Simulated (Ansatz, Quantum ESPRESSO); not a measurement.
# 1T-HfS2, 3 layers, AA stacking against a metal electrode: the electrode's level over the Fermi level at a withheld member of a series

How the rows were computed: Quantum ESPRESSO 7.5, PBE, GBRV ultrasoft. The slab is relaxed neutral under PBE-D3(BJ), then held. ESM with bc3: vacuum below and a metal electrode about 6 Å above the top atoms. Fermi-Dirac smearing of 0.004 Ry and a dense mesh. Charges are set per cell from the starting area. The series steps the charge of the slab (positive: electrons removed).

```tsv
charge of the slab	electrode's level over the Fermi level (eV)
1 ×10¹³ e/cm²	7.392
2 ×10¹³ e/cm²	8.527
3 ×10¹³ e/cm²	9.641
4.5 ×10¹³ e/cm²	11.301
6 ×10¹³ e/cm²	12.952
7 ×10¹³ e/cm²	14.051
```

One more run was made and is withheld. What is the electrode's level over the Fermi level at 8 ×10¹³ e/cm²?

By hand: The rows at 6 ×10¹³ e/cm² and 7 ×10¹³ e/cm² give a slope of (14.051 − (12.952))/(7 − (6)) = 1.099, so a straight line gives 15.150 eV. A parabola through these and the row at 4.5 ×10¹³ e/cm² gives 15.149 eV.

**Check.** 15.151 eV. The line misses by −0.001 and the parabola by −0.002 eV. Both misses are under 5 % of the step from the nearer row.

**Limits.** Vacuum fills the gap; ions don't answer the charge; added electrons can spill towards the electrode at the most negative charges. Charges count on the starting cell, which the relaxation changed by some per cent. Members without a usable value, or on the other side of zero field or charge, are not listed.

[Logs are printed without paths, hosts, clocks, repeated set-up lines and the standing remarks that a program may print on its own settings, such as how far it seeks lower states.]
